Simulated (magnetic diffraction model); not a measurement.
## NdAl₄Pd₄ below its ordering temperature

Space group P4_2/n (no. 86, origin choice 1), a = 8.3240 Å, c = 4.5370 Å.

```csv
site,atom,x,y,z
2a,Nd,1/2,1/2,1/2
8g,Pd,0.1475,0.3723,0.8777
8g,Al,0.6529,0.7694,0.1194
```

The compound is invented for this exercise: a known structure type with other elements, its cell scaled to their sizes and not relaxed.

Only Nd is taken to order (form factors of Nd3+); orders and moment sizes are assumed, and not adapted to the symmetry. Radiation: neutrons of λ = 4.2 Å, 8° to 100°; isotropic B of 0.38 Å² (Nd), 0.54 Å² (Pd) and 0.71 Å² (Al). Simulated constant-wavelength pattern: nuclear and magnetic terms add, the magnetic one as |2.695 fm × Σ f S⊥ exp(2πi Q·r) exp(−B s²)|², summed over all Q at one angle with the factor 1/(sin²θ cos θ). For collinear order S is the moment m, which repeats by lattice and centring translations R with the sign exp(−2πi k·R). Free-ion form factors, Sears's scattering lengths of 1992, no absorption; a label names one of the reflections at its angle. The strongest nuclear line in the range is 100, and lines under 0.2 are left out.

Above the ordering temperature:

```tsv
2θ (°)	index	I
41.80	(1 1 0)	4.1
60.60	(2 0 0)	5.7
63.63	(1 0 1)	9.0
71.52	(1 1 1)	1.2
86.42	(2 0 1)	7.0
91.05	(2 2 0)	21.4
93.72	(2 1 1)	100.0
```

Below it (cell unchanged):

```csv
2θ (°),I
29.23,36.4
41.80,4.1
55.14,7.0
60.60,5.7
63.63,9.0
68.68,15.7
71.52,18.3
86.42,19.8
91.05,21.4
93.72,100.0
98.37,5.1
```

**Question.** Find the propagation vector, then choose among these models:
A. collinear moments along [111], 3.2 μB on Nd; signs + at (1/2, 1/2, 1/2), − at (0, 0, 0)
B. collinear moments along [111], 3.2 μB on Nd; signs + at (1/2, 1/2, 1/2), + at (0, 0, 0)
C. collinear moments along [101], 3.2 μB on Nd; signs + at (1/2, 1/2, 1/2), − at (0, 0, 0)
D. collinear moments along [101], 3.2 μB on Nd; signs + at (1/2, 1/2, 1/2), + at (0, 0, 0)

No line moves, and magnetic intensity falls on nuclear lines such as the one at 71.52°; new lines at (1 0 0), (0 0 1) and (2 1 0) have whole indices that obey the lattice centring, at places with no nuclear intensity to speak of, so the magnetic cell equals the chemical primitive cell: k = 0.

Magnetic intensity, observed (below minus above) and for each model:

| 2θ (°) | index | observed | A | B | C | D |
| --- | --- | --- | --- | --- | --- | --- |
| 29.23 | (1 0 0) | 36.4 | 33.5 | <0.2 | 36.4 | <0.2 |
| 41.80 | (1 1 0) | <0.2 | <0.2 | 17.0 | <0.2 | 18.5 |
| 60.60 | (2 0 0) | <0.2 | <0.2 | 8.8 | <0.2 | 9.6 |
| 63.63 | (1 0 1) | <0.2 | <0.2 | 23.1 | <0.2 | 21.2 |
| 68.68 | (2 1 0) | 15.7 | 14.4 | <0.2 | 15.7 | <0.2 |
| 71.52 | (1 1 1) | 17.1 | 18.2 | <0.2 | 17.1 | <0.2 |
| 86.42 | (2 0 1) | 12.8 | 13.2 | <0.2 | 12.8 | <0.2 |
| 93.72 | (2 1 1) | <0.2 | <0.2 | 23.6 | <0.2 | 23.3 |

Model C matches.

The structure used: k = (0 0 0), collinear moments along [101], 3.2 μB on Nd; signs + at (1/2, 1/2, 1/2), − at (0, 0, 0).

[Logs are printed without paths, hosts, clocks, repeated set-up lines and the standing remarks that a program may print on its own settings, such as how far it seeks lower states.]
